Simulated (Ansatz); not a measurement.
# Meshes and cutoff for the phonons of LiF (Griceite, Fm-3m)

Aim: how dense must the meshes and how high the cutoff be for the phonons of LiF (Griceite, Fm-3m)?

Calculated with Ansatz 0.2.0; DFT LDA, scalar-relativistic, plane waves, PAW.

Most raw output is cut from this account.

## 1. Set-up

The structure is cubic, space group Fm-3m (No. 225). Conventional cell: a = 3.909 Å, b = 3.909 Å, c = 3.909 Å, α = 90.00°, β = 90.00°, γ = 90.00°. Nearest to Li lie 6 F at 1.95 Å. Nearest to F lie 6 Li at 1.95 Å. Farther neighbours and most contacts between anions are not listed.

As a file:

```cif
data_structure
_symmetry_space_group_name_H-M 'P 1'
_symmetry_Int_Tables_number 1
_cell_length_a 2.7640
_cell_length_b 2.7640
_cell_length_c 2.7640
_cell_angle_alpha 60.000
_cell_angle_beta 60.000
_cell_angle_gamma 60.000
_cell_volume 14.93
loop_
_atom_site_label
_atom_site_type_symbol
_atom_site_fract_x
_atom_site_fract_y
_atom_site_fract_z
_atom_site_occupancy
Li1 Li 0.00000 0.00000 0.00000 1
F2 F 0.50000 0.50000 0.50000 1
```

## 2. Tight relaxation

Phonons need a cell at rest on their own settings, so the relaxation is repeated with tight tolerances on forces and stress, using the mesh and the filling of the phonon run that follows.

The input, input.yaml:

```yaml
crystal:
  lattice:
    - [0.0, 1.9544544205, 1.9544544205]
    - [1.9544544205, 0.0, 1.9544544205]
    - [1.9544544205, 1.9544544205, 0.0]
  atoms:
    - { symbol: Li, position: [0.0, 0.0, 0.0] }
    - { symbol: F, position: [0.5, 0.5, 0.5] }
kpoints:
  mp_grid: { grid: [12, 12, 12] }
hamiltonian:
  xc: lda
scf:
  occupations: { method: fixed }
output:
  forces: true
  stress: true
  eigenvalues: true
relax:
  adjacent_minimum: "off"
  f_tol: 0.001
  max_steps: 60
  cell: { stress_tol: 0.01 }
```

Run with:

```
$ ansatz run input.yaml --threads 4 --pin off --max-ram 7168MiB --backend cpu --events-out ev --progress --plain --runs-dir out
```

Elapsed: 0.62 s, on 4 threads of Arm Neoverse V1, shared host; peak memory 0.26 GiB.

Little changed from the start: no atom moved by 0.005 Å and no cell edge by 0.1 %.

Numbers from this step:

```
pressure           : -0.005168 GPa
gap on the k-mesh  : 9.697 eV
volume per atom    : 7.466 Å³
direct gap on mesh : 9.697 eV
```

The forces vanish by symmetry and the pressure is -0.005 GPa, within the tolerances set. The cell now holds 7.47 Å³/atom.

## 3. Response at finite wavevector

Stability and thermal properties need the whole zone. Linear response on a 4×4×4 q mesh gives force constants as far as a supercell of that size would, and the tensors from the zone-centre run are typed in so that the long-range dipole term is interpolated apart.

input.yaml, the sections that differ from step 2:

```yaml
output:
  eigenvalues: true
phonons:
  method: dfpt
  qmesh: [4, 4, 4]
  temperatures: { t_max: 1000, t_step: 50 }
  qpath:
    path:
      - [[0.0, 0.0, 0.0], [0.5, 0.0, 0.5], [0.625, 0.25, 0.625]]
      - [[0.375, 0.375, 0.75], [0.0, 0.0, 0.0], [0.5, 0.5, 0.5], [0.5, 0.25, 0.75], [0.5, 0.0, 0.5]]
    npoints: 10
  non_analytic_term:
    high_frequency_dielectric_tensor: [[2.1182, 0.0, 0.0], [0.0, 2.1182, 0.0], [0.0, 0.0, 2.1182]]
    born_effective_charges:
      - { species: Li, tensor: [[1.0405, 0.0, 0.0], [0.0, 1.0405, 0.0], [0.0, 0.0, 1.0405]] }
      - { species: F, tensor: [[-1.0405, 0.0, 0.0], [0.0, -1.0405, 0.0], [0.0, 0.0, -1.0405]] }
    source: "zone-centre run at this cell"
# crystal, kpoints, hamiltonian, scf: as in step 2
# relax: removed
```

Run time: 37 s. Hardware: 4 threads; peak memory 0.81 GiB.

Numbers from this step:

* sum-rule residual before enforcement: 7.30e-5 eV/Å²
* lowest frequency on the path: 0 cm⁻¹
* point group: m-3m
* highest frequency on the path or at a solved wavevector: 668.1 cm⁻¹
* mean frequency: 347.2 cm⁻¹
* Debye temperature (second moment): 679 K
* logarithmic mean frequency: 328 cm⁻¹
* highest optical mode at the zone centre (no LO-TO term): 339.2 cm⁻¹
* lowest optical zone-centre mode: 339.2 cm⁻¹
* lowest mode on the q mesh (acoustic modes at Γ apart): 154.1 cm⁻¹
* zero-point energy per atom: 64.57 meV
* heat capacity at 300 K: 19.71 J/(mol atoms K)
* vibrational entropy at 300 K: 16.53 J/(mol atoms K)

Frequencies (cm⁻¹) solved at each irreducible wavevector; negative means imaginary. Frequencies by wavevector, by row:

| q in reciprocal lattice units | star | mode 1 | mode 2 | mode 3 | mode 4 | mode 5 | mode 6 |
| --- | --- | --- | --- | --- | --- | --- | --- |
| 0 0 0 | 1 | 0 | 0 | 0 | 339.2 | 339.2 | 339.2 |
| 0 0 0.25 | 8 | 154.1 | 154.1 | 269.1 | 333.1 | 333.1 | 651.4 |
| 0 0 -0.5 | 4 | 230.9 | 230.9 | 316.9 | 316.9 | 397.9 | 624.9 |
| 0 0.25 0.25 | 6 | 183.3 | 183.3 | 279.1 | 357.9 | 357.9 | 577.9 |
| 0 0.25 -0.5 | 24 | 241.1 | 288.4 | 349.1 | 360.6 | 379.6 | 528.4 |
| 0 0.25 -0.25 | 12 | 226.3 | 277.9 | 319.9 | 338 | 388.9 | 566.1 |
| 0 -0.5 -0.5 | 3 | 253.1 | 253.1 | 376 | 376.3 | 376.3 | 481.9 |
| 0.25 -0.5 -0.25 | 6 | 289.5 | 333.5 | 333.5 | 396.6 | 425.1 | 425.1 |

Interpolated from a 4×4×4 q mesh, with the LO-TO term (at Γ the limit along the path; where Γ stands inside the path, tables give the limit on arrival). The phonon branches at the labelled points (cm⁻¹):

| point | branch 1 | branch 2 | branch 3 | branch 4 | branch 5 | branch 6 |
| --- | --- | --- | --- | --- | --- | --- |
| Γ | 0 | 0 | 0 | 339 | 339 | 668 |
| halfway | 183 | 183 | 279 | 358 | 358 | 578 |
| X | 253 | 253 | 376 | 376 | 376 | 482 |
| halfway | 253 | 278 | 371 | 371 | 395 | 474 |
| U | 254 | 325 | 355 | 356 | 443 | 450 |
| jump to K | 254 | 325 | 355 | 356 | 443 | 450 |
| halfway | 183 | 215 | 292 | 317 | 372 | 614 |
| Γ | 0 | 0 | 0 | 339 | 339 | 668 |
| halfway | 154 | 154 | 269 | 333 | 333 | 651 |
| L | 231 | 231 | 317 | 317 | 398 | 625 |
| halfway | 251 | 287 | 339 | 374 | 376 | 543 |
| W | 290 | 334 | 334 | 397 | 425 | 425 |
| halfway | 272 | 282 | 366 | 387 | 390 | 466 |
| X | 253 | 253 | 376 | 376 | 376 | 482 |

Symmetry leaves 8 wavevectors to solve. The lowest mode among them, the acoustic zeros apart, lies at q = (0, 0, 0.25) and is real, 154 cm⁻¹.

## 4. Another q mesh, q mesh 2×2×2

The q mesh is changed to 2×2×2, to see how far the force constants must reach.

Edit input.yaml of step 3 so:

```diff
@@ -18,3 +18,3 @@
   method: dfpt
-  qmesh: [4, 4, 4]
+  qmesh: [2, 2, 2]
   temperatures: { t_max: 1000, t_step: 50 }
```

The job ended after 6.2 s (4 threads; peak memory 0.43 GiB).

This step gave:

| Item | Value |
| --- | --- |
| mean frequency | 347.5 cm⁻¹ |
| lowest mode on the q mesh (acoustic modes at Γ apart) | 230.9 cm⁻¹ |

Frequencies (cm⁻¹) solved at each irreducible wavevector; negative means imaginary. Frequencies by wavevector, by row:

| q in reciprocal lattice units | star | mode 1 | mode 2 | mode 3 | mode 4 | mode 5 | mode 6 |
| --- | --- | --- | --- | --- | --- | --- | --- |
| 0 0 0 | 1 | 0 | 0 | 0 | 339.2 | 339.2 | 339.2 |
| 0 0 -0.5 | 4 | 230.9 | 230.9 | 316.9 | 316.9 | 397.9 | 624.9 |
| 0 -0.5 -0.5 | 3 | 253.1 | 253.1 | 376 | 376.3 | 376.3 | 481.9 |

Interpolated from a 2×2×2 q mesh, rough between the solved points, with the LO-TO term (at Γ the limit along the path; where Γ stands inside the path, tables give the limit on arrival). Phonon branches along the path, in cm⁻¹:

| point | branch 1 | branch 2 | branch 3 | branch 4 | branch 5 | branch 6 |
| --- | --- | --- | --- | --- | --- | --- |
| Γ | 0 | 0 | 0 | 339 | 339 | 668 |
| halfway | 184 | 184 | 281 | 370 | 370 | 586 |
| X | 253 | 253 | 376 | 376 | 376 | 482 |
| halfway | 251 | 276 | 370 | 370 | 396 | 474 |
| U | 247 | 317 | 350 | 350 | 448 | 456 |
| jump to K | 247 | 317 | 350 | 350 | 448 | 456 |
| halfway | 193 | 210 | 292 | 302 | 385 | 618 |
| Γ | 0 | 0 | 0 | 339 | 339 | 668 |
| halfway | 160 | 160 | 268 | 330 | 330 | 652 |
| L | 231 | 231 | 317 | 317 | 398 | 625 |
| halfway | 246 | 277 | 336 | 367 | 385 | 552 |
| W | 283 | 326 | 326 | 390 | 432 | 432 |
| halfway | 269 | 278 | 364 | 383 | 394 | 467 |
| X | 253 | 253 | 376 | 376 | 376 | 482 |

The mean frequency is 347.5 cm⁻¹, +0.3 cm⁻¹ against the base run.

The highest branch reaches 668 cm⁻¹ on this path, at Γ. No branch goes imaginary on this path.

## 5. Another q mesh, q mesh 3×3×3

The q mesh is changed to 3×3×3, to see how far the force constants must reach.

Edit input.yaml of step 4 so:

```diff
@@ -18,3 +18,3 @@
   method: dfpt
-  qmesh: [2, 2, 2]
+  qmesh: [3, 3, 3]
   temperatures: { t_max: 1000, t_step: 50 }
```

Wall time 17 s (4 threads); peak memory 0.56 GiB; 64 s of CPU time.

The mean frequency is 347.1 cm⁻¹, -0.1 cm⁻¹ against the base run.

## 6. Another q mesh, q mesh 6×6×6

The q mesh is changed to 6×6×6, to see how far the force constants must reach.

Edit input.yaml of step 5 so:

```diff
@@ -18,3 +18,3 @@
   method: dfpt
-  qmesh: [3, 3, 3]
+  qmesh: [6, 6, 6]
   temperatures: { t_max: 1000, t_step: 50 }
```

Run time: 1.9 min. Hardware: 4 threads; peak memory 0.81 GiB.

Frequencies (cm⁻¹) solved at each irreducible wavevector; negative means imaginary. Frequencies by wavevector, by row:

| q in reciprocal lattice units | star | mode 1 | mode 2 | mode 3 | mode 4 | mode 5 | mode 6 |
| --- | --- | --- | --- | --- | --- | --- | --- |
| 0 0 0 | 1 | 0 | 0 | 0 | 339.2 | 339.2 | 339.2 |
| 0 0 0.1667 | 8 | 107.3 | 107.3 | 187.4 | 336.8 | 336.8 | 660.5 |
| 0 0 0.3333 | 8 | 192.9 | 192.9 | 327.2 | 327.2 | 335.8 | 640.1 |
| 0 0 -0.5 | 4 | 230.9 | 230.9 | 316.9 | 316.9 | 397.9 | 624.9 |
| 0 0.1667 0.1667 | 6 | 131.1 | 131.1 | 199.4 | 348.6 | 348.6 | 624.4 |
| 0 0.1667 0.3333 | 24 | 193.1 | 207.5 | 303.9 | 347.2 | 349.9 | 596.3 |
| 0 0.1667 -0.5 | 24 | 235.6 | 267.1 | 333.9 | 351.6 | 377.7 | 574.8 |
| 0 0.1667 -0.3333 | 24 | 227.4 | 259.2 | 319.2 | 359 | 368.5 | 584.4 |
| 0 0.1667 -0.1667 | 12 | 164.8 | 193.6 | 269.8 | 324.7 | 360.6 | 625.6 |
| 0 0.3333 0.3333 | 6 | 221.9 | 221.9 | 336.6 | 367.1 | 367.1 | 529.1 |
| 0 0.3333 -0.5 | 24 | 247 | 283.5 | 360.9 | 363.2 | 392.8 | 492.2 |
| 0 0.3333 -0.3333 | 12 | 252 | 336.5 | 338.3 | 344.8 | 429.2 | 484.3 |
| 0 -0.5 -0.5 | 3 | 253.1 | 253.1 | 376 | 376.3 | 376.3 | 481.9 |
| 0.1667 0.3333 -0.5 | 24 | 242.8 | 272.2 | 335.4 | 351.6 | 385.6 | 536.7 |
| 0.1667 0.3333 -0.3333 | 24 | 265.3 | 310.1 | 355.6 | 358.7 | 401.1 | 496.6 |
| 0.1667 -0.5 -0.3333 | 12 | 280.7 | 300.4 | 357.5 | 392 | 399 | 453.3 |

The mean frequency is 347.2 cm⁻¹, +0.0 cm⁻¹ against the base run.

## 7. Side by side

Times are for 4 threads of Arm Neoverse V1, shared host. The series side by side:

| no. | q mesh | k-mesh | mean frequency (cm⁻¹) | lowest frequency on the path (cm⁻¹) | time | memory (GiB) |
| --- | --- | --- | --- | --- | --- | --- |
| 1 | 2×2×2 | 12×12×12 | 347.5 | 0 | 6.2 s | 0.43 |
| 2 | 3×3×3 | 12×12×12 | 347.1 | 0 | 17 s | 0.56 |
| 3 | 6×6×6 | 12×12×12 | 347.2 | 0 | 1.9 min | 0.81 |

The runs together. Table of phonon density of states by wavenumber; read off at these points; values in 1/cm⁻¹/cell:

| wavenumber (cm⁻¹) | 2×2×2, 12×12×12 | 3×3×3, 12×12×12 | 6×6×6, 12×12×12 |
| --- | --- | --- | --- |
| 5 | 0 | 0 | 0 |
| 35 | 1.1e-4 | 1.5e-4 | 1.3e-4 |
| 65 | 4.3e-4 | 5.7e-4 | 4.9e-4 |
| 95 | 9.9e-4 | 0.00124 | 0.00111 |
| 135 | 0.00231 | 0.00265 | 0.00249 |
| 165 | 0.00403 | 0.00431 | 0.00421 |
| 195 | 0.00719 | 0.00708 | 0.00716 |
| 225 | 0.0164 | 0.0139 | 0.0145 |
| 245 | 0.0281 | 0.0224 | 0.0232 |
| 255 | 0.0227 | 0.0245 | 0.0254 |
| 285 | 0.0107 | 0.0110 | 0.0114 |
| 315 | 0.0244 | 0.0194 | 0.0138 |
| 355 | 0.0413 | 0.0479 | 0.0461 |
| 385 | 0.0210 | 0.0211 | 0.0190 |
| 415 | 0.00808 | 0.00621 | 0.00601 |
| 445 | 0.00117 | 0.00194 | 0.00113 |
| 475 | 0.00495 | 0.00431 | 0.00542 |
| 505 | 0.0045 | 0.00427 | 0.00479 |
| 535 | 0.00477 | 0.00458 | 0.00488 |
| 575 | 0.00537 | 0.00509 | 0.00517 |
| 605 | 0.00589 | 0.00557 | 0.0054 |
| 615 | 0.00609 | 0.00575 | 0.00549 |
| 635 | 0.00441 | 0.00415 | 0.00384 |
| 665 | 0.00107 | 0.001 | 9.2e-4 |

The runs together, line C_V. Table of C_V by temperature; values in J/mol-atom/K:

| temperature (K) | 2×2×2, 12×12×12 | 3×3×3, 12×12×12 | 6×6×6, 12×12×12 |
| --- | --- | --- | --- |
| 0 | 0 | 0 | 0 |
| 50 | 0.777 | 0.81 | 0.784 |
| 100 | 5.79 | 5.76 | 5.75 |
| 150 | 11.4 | 11.3 | 11.3 |
| 200 | 15.3 | 15.3 | 15.3 |
| 250 | 18.0 | 18.0 | 18.0 |
| 300 | 19.7 | 19.7 | 19.7 |
| 350 | 20.9 | 20.9 | 20.9 |
| 400 | 21.7 | 21.7 | 21.7 |
| 450 | 22.3 | 22.4 | 22.4 |
| 500 | 22.8 | 22.8 | 22.8 |
| 550 | 23.2 | 23.2 | 23.2 |
| 600 | 23.4 | 23.4 | 23.4 |
| 650 | 23.6 | 23.6 | 23.6 |
| 700 | 23.8 | 23.8 | 23.8 |
| 750 | 23.9 | 24.0 | 24.0 |
| 800 | 24.1 | 24.1 | 24.1 |
| 850 | 24.2 | 24.2 | 24.2 |
| 900 | 24.2 | 24.2 | 24.2 |
| 950 | 24.3 | 24.3 | 24.3 |
| 1000 | 24.4 | 24.4 | 24.4 |

## 8. Another k mesh, k-mesh 4×4×4, q mesh 2×2×2

The k mesh is changed to 4×4×4 on a small fixed q mesh, to find the coarsest that serves.

input.yaml, the sections that differ from step 6:

```yaml
kpoints:
  mp_grid: { grid: [4, 4, 4] }
phonons:
  method: dfpt
  dielectric: true
  rigid_motions: translations
  qmesh: [2, 2, 2]
  temperatures: { t_max: 1000, t_step: 50 }
  qpath:
    path:
      - [[0.0, 0.0, 0.0], [0.5, 0.0, 0.5], [0.625, 0.25, 0.625]]
      - [[0.375, 0.375, 0.75], [0.0, 0.0, 0.0], [0.5, 0.5, 0.5], [0.5, 0.25, 0.75], [0.5, 0.0, 0.5]]
    npoints: 10
# crystal, hamiltonian, scf, output: as in step 6
```

Wall time 2.8 s (4 threads); peak memory 0.32 GiB; 8.3 s of CPU time.

The run finished; it serves as a test, and its numbers are not taken as the result.

## 9. Another k mesh, k-mesh 6×6×6, q mesh 2×2×2

The k mesh is changed to 6×6×6 on a small fixed q mesh, to find the coarsest that serves.

Edit input.yaml of step 8 so:

```diff
@@ -9,3 +9,3 @@
 kpoints:
-  mp_grid: { grid: [4, 4, 4] }
+  mp_grid: { grid: [6, 6, 6] }
 hamiltonian:
```

Elapsed: 2.1 s, on 4 threads; peak memory 0.32 GiB; 6.6 s of CPU time.

The run finished; it serves as a test, and its numbers are not taken as the result.

## 10. Another k mesh, k-mesh 8×8×8, q mesh 2×2×2

The k mesh is changed to 8×8×8 on a small fixed q mesh, to find the coarsest that serves.

Edit input.yaml of step 9 so:

```diff
@@ -9,3 +9,3 @@
 kpoints:
-  mp_grid: { grid: [6, 6, 6] }
+  mp_grid: { grid: [8, 8, 8] }
 hamiltonian:
```

It took 3.5 s on 4 threads; peak memory 0.37 GiB.

Frequencies (cm⁻¹) solved at each irreducible wavevector; negative means imaginary. Frequencies by wavevector, by row:

| q in reciprocal lattice units | star | mode 1 | mode 2 | mode 3 | mode 4 | mode 5 | mode 6 |
| --- | --- | --- | --- | --- | --- | --- | --- |
| 0 0 0 | 1 | 0 | 0 | 0 | 339.2 | 339.2 | 339.2 |
| 0 0 -0.5 | 4 | 230.8 | 230.8 | 316.9 | 316.9 | 397.8 | 624.9 |
| 0 -0.5 -0.5 | 3 | 253.1 | 253.1 | 375.9 | 376.3 | 376.3 | 481.9 |

The highest optical mode at the zone centre (no LO-TO term) is 339.2 cm⁻¹, -0.0 cm⁻¹ against the base run.

## 11. Another k mesh, q mesh 2×2×2

The k mesh is changed to 12×12×12 on a small fixed q mesh, to find the coarsest that serves.

Edit input.yaml of step 10 so:

```diff
@@ -9,3 +9,3 @@
 kpoints:
-  mp_grid: { grid: [8, 8, 8] }
+  mp_grid: { grid: [12, 12, 12] }
 hamiltonian:
```

The job ended after 8.9 s (4 threads; peak memory 0.43 GiB; 31 s of CPU time).

The highest optical mode at the zone centre (no LO-TO term) is 339.2 cm⁻¹, +0.0 cm⁻¹ against the base run.

## 12. Another k mesh, k-mesh 18×18×18, q mesh 2×2×2

The k mesh is changed to 18×18×18 on a small fixed q mesh, to find the coarsest that serves.

Edit input.yaml of step 11 so:

```diff
@@ -9,3 +9,3 @@
 kpoints:
-  mp_grid: { grid: [12, 12, 12] }
+  mp_grid: { grid: [18, 18, 18] }
 hamiltonian:
```

Elapsed: 23 s, on 4 threads; peak memory 0.77 GiB.

The highest optical mode at the zone centre (no LO-TO term) is 339.2 cm⁻¹, +0.0 cm⁻¹ against the base run.

## 13. Comparing the runs

Times are for 4 threads of Arm Neoverse V1, shared host. Results by setting:

| no. | k-mesh | lowest mode on the q mesh (acoustic modes at Γ apart) (cm⁻¹) | highest frequency on the path or at a solved wavevector (cm⁻¹) | time | memory (GiB) |
| --- | --- | --- | --- | --- | --- |
| 1 | 8×8×8 | 230.8 | 668.2 | 3.5 s | 0.37 |
| 2 | 12×12×12 | 230.9 | 668.2 | 8.9 s | 0.43 |
| 3 | 18×18×18 | 230.9 | 668.2 | 23 s | 0.77 |

(Part 1 of 2 ends here.)

[Logs are printed without paths, hosts, clocks, repeated set-up lines and the standing remarks that a program may print on its own settings, such as how far it seeks lower states.]

[Hosts, paths, dates, database ids (printed as entryN), source tags and the programs' standing remarks are cut or masked in the printed files.]
